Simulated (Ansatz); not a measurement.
**In (I4/mmm): the Drude term of Re ε in the infrared**

Re ε of In (I4/mmm) along x at low photon energies is read from one computed spectrum; the carriers' damping was typed as γ = 0.1 eV. x, y and z are the Cartesian axes of the input cell.

Symmetry: I4/mmm, No. 139, tetragonal system. The conventional cell has a = 3.251 Å, b = 3.251 Å, c = 4.947 Å, α = 90.00°, β = 90.00°, γ = 90.00°. In on site a has 12 In at 3.25 to 3.38 Å as nearest neighbours.

Method: Ansatz 0.2.0, PBE, independent particles, k-mesh 16×16×16 with interpolation inside its cells, Gaussian parameter 0.1 eV.

Launch of the response step: `ansatz run input.yaml --threads 4 --pin off --max-ram 8192MiB --backend cpu --events-out ev --progress --plain --runs-dir out`. The run took 27 s, on 4 threads of Arm Neoverse V1, with other jobs on the host.

| photon energy E (eV) | wavelength (µm) | Re ε |
| --- | --- | --- |
| 0.25 | 4.96 | ? |
| 0.30 | 4.13 | -992.3 |
| 0.35 | 3.54 | -741.2 |
| 0.40 | 3.10 | -577.3 |
| 0.50 | 2.48 | -384.8 |
| 0.60 | 2.07 | -275.0 |
| 0.70 | 1.77 | -204.7 |

A Drude term over a constant background gives Re ε = ε_b − ωp²/(E² + γ²), linear in 1/(E² + γ²).

Working, on the rows shown:

| x = 1/(E² + γ²) (eV⁻²) | y = Re ε |
| --- | --- |
| 10 | -992.3 |
| 7.54717 | -741.2 |
| 5.88235 | -577.3 |
| 3.84615 | -384.8 |
| 2.7027 | -275 |
| 2 | -204.7 |

Means: x̄ = 5.3297, ȳ = -529.22. Σ(x − x̄)(y − ȳ) = -4622, Σ(x − x̄)² = 47.22. Slope = -4622 / 47.22 = -97.88; intercept = ȳ − slope · x̄ = -7.5667. The line misses the rows shown by at most 6.

Problem. What does the fit predict for the withheld row, and how well does it do?

Solution. At x = 13.793 the line gives y = -1357.6. The run gave -1390.2, so the extrapolation is off by 33, 3 % of the range in the table.

Refitted with all rows, the slope is -100.1 and the intercept 2.0205. These give ωp = √(−slope) = 10.00 eV, against 10.31 eV from the program's Fermi-surface sum, and an intercept of 2.0. Taking the program's Drude term off the rows leaves 75 at the lowest energy and 8 at the highest, so the background isn't constant: interband transitions lie in or near the window, and neither fitted number can be trusted. The values come from a sum over the points of one k-mesh and carry its error, which is largest for Fermi-surface quantities. Spin-orbit coupling is left out.
